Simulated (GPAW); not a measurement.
# Geometry or basis: what sets the conductance of CO in line between two Fe chains, part 2 of 2

Aim: the conductance of CO in line between two Fe chains after relaxation, and whether geometry, basis or functional moves it most.

GPAW 26.7.0; GPAW LCAO, PAW setups; relaxation of the junction within the symmetry of its start, lead ends held (the session's first sound run).

So far, conductance (G₀): step 3 (GPAW, dzp) 0.441; step 4 (basis szp(dzp)) 0.422; step 5 (basis sz(dzp)) 0.489.

## Step 6: RPBE in the dzp basis: xc = "RPBE"

Level of this step: GPAW LCAO, PAW setups; Landauer transmission from Green's functions with principal layers (ASE), zero bias (GPAW).

Back in the dzp basis, the functional changes from PBE to RPBE, to set the spread between functionals beside that between bases.

Input file run.py:

```python
import json
import numpy as np
from ase import Atoms
from ase.transport.calculators import TransportCalculator
from gpaw import GPAW, FermiDirac
from gpaw.lcao.tools import get_lcao_hamiltonian
from scipy.linalg import eigh

# The junction with lead layers at both ends, along the third cell vector
device = Atoms(
    ['Fe', 'Fe', 'Fe', 'Fe', 'Fe', 'Fe', 'C', 'O', 'Fe', 'Fe', 'Fe', 'Fe', 'Fe', 'Fe'],
    positions=[
        [4.50000, 4.50000, 1.13000],
        [4.50000, 4.50000, 3.39000],
        [4.50000, 4.50000, 5.65000],
        [4.50000, 4.50000, 7.91000],
        [4.50000, 4.50000, 10.17000],
        [4.50000, 4.50000, 12.34136],
        [4.50000, 4.50000, 14.02879],
        [4.50000, 4.50000, 15.24107],
        [4.50000, 4.50000, 17.08208],
        [4.50000, 4.50000, 19.15030],
        [4.50000, 4.50000, 21.41030],
        [4.50000, 4.50000, 23.67030],
        [4.50000, 4.50000, 25.93030],
        [4.50000, 4.50000, 28.19030]],
    cell=[[9.0, 0.0, 0.0], [0.0, 9.0, 0.0], [0.0, 0.0, 29.3203]],
    pbc=True,
    magmoms=[3.0, 3.0, 3.0, 3.0, 3.0, 3.0, 0.0, 0.0, 3.0, 3.0, 3.0, 3.0, 3.0, 3.0])

# One principal layer of the lead: the first 3 atoms of the device
lead = Atoms(
    ['Fe', 'Fe', 'Fe'],
    positions=[
        [4.50000, 4.50000, 1.13000],
        [4.50000, 4.50000, 3.39000],
        [4.50000, 4.50000, 5.65000]],
    cell=[[9.0, 0.0, 0.0], [0.0, 9.0, 0.0], [0.0, 0.0, 6.78]],
    pbc=True,
    magmoms=[3.0, 3.0, 3.0])

settings = dict(mode='lcao', basis='dzp', xc='RPBE', h=0.18,
                occupations=FermiDirac(0.1), maxiter=250,
                mixer=dict(beta=0.05, nmaxold=8, weight=100.0),
                convergence=dict(density=0.0001))
energies = np.arange(-2, 2 + 1e-9, 0.025)
eta = 0.0001
n1, n2 = 1, 1
# k and -k transmit alike, so half of the mesh across the current serves
mesh = [(i, j) for i in range(n1) for j in range(n2) if (i, j) <= (-i % n1, -j % n2)]
weights = np.array([1 if (i, j) == (-i % n1, -j % n2) else 2 for i, j in mesh]) / (n1 * n2)

# [... helper functions left out ...]
fermi_lead = ground_state(lead, (1, 1, 17), 'lead.txt')
fermi_device = ground_state(device, (1, 1, 3), 'device.txt')
# [... loop over the mesh left out, but for ...]
        # Shift the lead onto the potential of the device's first layer
        shift = ((H[:, 0, 0] - H0[:, 0, 0]) / S0[0, 0]).real.mean()
# [...]
kT = 8.617333e-5 * 300
bias = [0.1, 0.2, 0.5, 1.0, 1.5, 2.0]
# [... integrals and printing left out ...]
```

Command:

```sh
> OMP_NUM_THREADS=1 OPENBLAS_NUM_THREADS=1 python run.py
```

Log:

```text
basis functions: device 206, principal layer 45
Fermi level: lead -1.5513 eV, device -1.7010 eV; lead shifted by 0.0284 eV
largest coupling past the next layer 6.24e-05 eV, largest misfit of the first layer 0.178 eV
  E-E_F (eV)   T up        T down      [channel counts left out]
    -2.000    9.1012e-01  1.7428e-02
    -1.975    9.2248e-01  1.7458e-02
    -1.950    9.3677e-01  1.7480e-02
[...]
1.975    5.5598e-02  6.2261e-02
     2.000    5.5676e-02  6.2785e-02
conductance at 300 K: 0.42286 G0 a cell; thermopower -0.8551 uV/K
current from the zero-bias T(E) at 0.1 V: 3.2775 uA
current from the zero-bias T(E) at 0.2 V: 6.5615 uA
current from the zero-bias T(E) at 0.5 V: 16.514 uA
current from the zero-bias T(E) at 1.0 V: 33.74 uA
current from the zero-bias T(E) at 1.5 V: 52.119 uA
current from the zero-bias T(E) at 2.0 V: 71.48 uA
```

Wall time 11 min (1 thread of Arm Neoverse V1, shared host); peak memory 1.8 GiB.

This step gave:

| Item | Value |
| --- | --- |
| conductance | 0.4229 G₀ |
| largest coupling past the next principal layer | 6.24e-5 eV |
| largest misfit of the first principal layer | 0.1780 eV |
| shift that aligns the lead | 0.02842 eV |
| basis functions of the junction | 206 |
| basis functions of a principal layer | 45 |
| transmission at the Fermi level, spin up | 0.05154 |
| transmission at the Fermi level, spin down | 0.7934 |

Each spin. The transmission, zone mean by energy, zero at the Fermi level:

```csv
energy (eV),"T, spin up","T, spin down"
-2.000,0.910,0.0174
-1.800,1.03,0.0175
-1.700,1.06,0.0173
-1.600,1.04,0.0169
-1.400,0.967,0.0153
-1.200,0.593,0.917
-1.000,0.0917,0.946
-0.900,0.0787,1.08
-0.800,0.0713,1.04
-0.600,0.0627,0.939
-0.400,0.0577,0.839
-0.200,0.0541,0.789
0.000,0.0515,0.793
0.200,0.0499,0.824
0.400,0.0490,0.841
0.600,0.0487,0.834
0.800,0.0491,0.828
1.000,0.0499,0.852
1.200,0.0510,0.904
1.400,0.0524,0.967
1.600,0.0537,1.01
1.800,0.0549,1.20
1.850,0.0551,1.25
2.000,0.0557,0.0628
```

The conductance, 0.423 G₀, lies 4.1 % below that of the dzp run.

## Step 7: The structure as built: geometry = "as built"

The dzp basis with PBE on the structure as first built shows what the relaxation was worth.

run.py: that of step 6 with these lines changed.

```diff
@@ -17,6 +17,6 @@
         [4.50000, 4.50000, 10.17000],
-        [4.50000, 4.50000, 12.34136],
-        [4.50000, 4.50000, 14.02879],
-        [4.50000, 4.50000, 15.24107],
-        [4.50000, 4.50000, 17.08208],
+        [4.50000, 4.50000, 12.43000],
+        [4.50000, 4.50000, 14.13520],
+        [4.50000, 4.50000, 15.29520],
+        [4.50000, 4.50000, 16.89030],
         [4.50000, 4.50000, 19.15030],
@@ -41,3 +41,3 @@
 
-settings = dict(mode='lcao', basis='dzp', xc='RPBE', h=0.18,
+settings = dict(mode='lcao', basis='dzp', xc='PBE', h=0.18,
                 occupations=FermiDirac(0.1), maxiter=250,
```

Log:

```text
basis functions: device 206, principal layer 45
Fermi level: lead -1.7343 eV, device -1.8849 eV; lead shifted by 0.0245 eV
largest coupling past the next layer 5.77e-05 eV, largest misfit of the first layer 0.127 eV
  E-E_F (eV)   T up        T down      [channel counts left out]
    -2.000    1.8889e+00  1.0367e-02
    -1.975    1.8951e+00  1.0385e-02
    -1.950    1.9013e+00  1.0395e-02
[...]
1.975    5.0710e-02  6.3941e-02
     2.000    5.0802e-02  6.4129e-02
conductance at 300 K: 0.81373 G0 a cell; thermopower -2.981 uV/K
current from the zero-bias T(E) at 0.1 V: 6.3074 uA
current from the zero-bias T(E) at 0.2 V: 12.63 uA
current from the zero-bias T(E) at 0.5 V: 31.792 uA
current from the zero-bias T(E) at 1.0 V: 64.138 uA
current from the zero-bias T(E) at 1.5 V: 94.77 uA
current from the zero-bias T(E) at 2.0 V: 122.48 uA
```

Run time: 13 min. Hardware: 1 thread; peak memory 1.8 GiB.

This step gave:

```yaml
conductance: 0.8137 G₀
largest_coupling_past_the_next_principal_layer: 5.77e-5 eV
largest_misfit_of_the_first_principal_layer: 0.1265 eV
shift_that_aligns_the_lead: 0.02451 eV
transmission_at_the_fermi_level_spin_up: 0.04551
transmission_at_the_fermi_level_spin_down: 1.580
```

The conductance, 0.814 G₀, lies 85 % above that of the dzp run.

## Step 8: All levels side by side

Times are for 1 thread of Arm Neoverse V1, shared host. The series side by side:

```
no.       run  conductance (G₀)     time  memory (GiB)
  1       dzp            0.4408   13 min           1.7
  2       szp            0.4217    8 min           1.7
  3        sz            0.4891  6.2 min           1.7
  4  dzp RPBE            0.4229   11 min           1.8
  5   asbuilt            0.8137   13 min           1.8
```

## Step 9: Comparison

The curves are compared point by point over the common energies.

This step: comparison of transmission and cost over codes, levels and geometry (GPAW 26.7.0).

Ladder, by row:

```
    step  code  T at the Fermi level (sum over the listed spins)  conductance (G0)  r.m.s. T(E) from the first  wall time (s)  peak memory (GiB)  threads
     dzp  GPAW                                            0.8811            0.4408                           0          763.1               1.74        1
     szp  GPAW                                            0.8417            0.4217                      0.3048          482.5                1.7        1
      sz  GPAW                                            0.9807            0.4891                      0.2705          370.2               1.67        1
dzp-RPBE  GPAW                                            0.8449            0.4229                       0.138          689.6               1.76        1
 asbuilt  GPAW                                             1.626            0.8137                      0.7012            786               1.77        1
```

Transmission, zone mean, sum over the listed spins against energy, zero at the Fermi level:

```csv
energy (eV),dzp,szp,sz,dzp-RPBE,asbuilt
-2.000,0.916,0.910,0.862,0.928,1.90
-1.800,1.03,1.01,0.978,1.05,1.93
-1.650,1.08,1.05,1.01,1.07,1.90
-1.600,1.07,1.04,0.971,1.06,1.88
-1.400,1.01,0.827,0.759,0.983,1.83
-1.275,0.930,0.896,0.838,1.90,1.85
-1.200,1.94,0.921,0.576,1.51,1.57
-1.175,1.47,0.903,1.11,1.23,1.26
-1.125,1.38,1.17,0.952,1.05,0.837
-1.000,1.11,0.676,0.915,1.04,0.960
-0.800,1.13,0.884,0.977,1.11,1.10
-0.600,1.03,0.986,1.01,1.00,1.31
-0.400,0.944,0.968,1.01,0.897,1.47
-0.200,0.894,0.889,0.985,0.843,1.53
0.000,0.881,0.842,0.981,0.845,1.63
0.200,0.885,0.845,0.914,0.873,1.78
0.400,0.889,0.863,0.870,0.890,1.89
0.600,0.887,0.826,0.844,0.882,1.90
0.800,0.889,0.815,0.751,0.877,1.84
1.000,0.916,0.857,0.761,0.902,1.75
1.200,0.967,1.01,0.869,0.955,1.60
1.400,1.02,1.13,1.01,1.02,1.38
1.600,1.07,1.24,1.11,1.07,1.07
1.800,1.23,1.40,1.25,1.25,0.505
1.850,1.27,1.44,1.30,1.30,0.331
1.925,0.114,1.49,1.37,0.117,0.122
1.975,0.115,1.51,1.30,0.118,0.115
2.000,0.115,1.48,0.687,0.118,0.115
```

## Step 10: Other settings

One more run, with changed settings.

This step: GPAW LCAO, PAW setups; Landauer transmission from Green's functions with principal layers (ASE), zero bias (GPAW 26.7.0).

run.py: that of step 7 with these lines changed.

```diff
@@ -17,6 +17,6 @@
         [4.50000, 4.50000, 10.17000],
-        [4.50000, 4.50000, 12.43000],
-        [4.50000, 4.50000, 14.13520],
-        [4.50000, 4.50000, 15.29520],
-        [4.50000, 4.50000, 16.89030],
+        [4.50000, 4.50000, 12.34136],
+        [4.50000, 4.50000, 14.02879],
+        [4.50000, 4.50000, 15.24107],
+        [4.50000, 4.50000, 17.08208],
         [4.50000, 4.50000, 19.15030],
@@ -42,4 +42,4 @@
 settings = dict(mode='lcao', basis='dzp', xc='PBE', h=0.18,
-                occupations=FermiDirac(0.1), maxiter=250,
-                mixer=dict(beta=0.05, nmaxold=8, weight=100.0),
+                occupations=FermiDirac(0.1), maxiter=75,
+                mixer=dict(beta=0.7, nmaxold=1, weight=1.0),
                 convergence=dict(density=0.0001))
```

Log:

```text
gpaw.KohnShamConvergenceError
```

Wall time 99 s (1 thread); peak memory 0.34 GiB.

No converged result was reached; the numbers in the log don't describe the system.

The fault put into the input: mixing far too strong, under a cap of 75 iterations, which ended the run (beta = 0.7, nmaxold = 1 and weight = 1.0).

## Step 11: Outcome

```yaml
conductance: 0.441 G₀
transmission_at_the_fermi_level_mean_of_the_spins: 0.441
```

In the dzp basis the junction conducts 0.441 G₀ at 300 K, with T = 0.441 as the mean of the two spins at the Fermi level; the szp basis reaches that conductance within 10 %. Relaxation moved atoms by up to 0.19 Å and took the conductance from 0.814 to 0.441 G₀, as a ratio a larger change than the step from dzp to the minimal basis. The current is spin polarised: -88 % at the Fermi level, counted as (up - down)/(up + down). Measured against the first run (dzp), the nearest curve is that of dzp-RPBE (r.m.s. 0.14) and the farthest that of asbuilt (0.70). Over the compared runs wall time goes from 370 s (sz) to 786 s (asbuilt), on a shared host. The leads kept an estimated spacing and the cell its length, so the junction may be under some tension or compression. The geometry comes from the orbital basis, which tends to overbind, and kept the symmetry of the start, so a structure of lower symmetry may lie lower. The moments started parallel, and no other order was tried; chains of Cr or Mn atoms, among others, may prefer antiparallel neighbours. An evenly spaced straight chain is an idealisation: free chains tend to dimerise, zigzag or, where a band edge lies near the Fermi level, turn magnetic. The currents use the zero-bias T(E) throughout, which holds only while the bias is small against the distance to the nearest feature. One magnetic start was tried; another order may lie lower. The thermopower isn't quoted: it samples T(E) farther from the Fermi level than the conductance does, and the energy grid wasn't tested for it.

[Logs are printed without paths, hosts, clocks, repeated set-up lines and the standing remarks that a program may print on its own settings, such as how far it seeks lower states.]

[Hosts, paths, dates, database ids (printed as entryN), source tags and the programs' standing remarks are cut or masked in the printed files.]
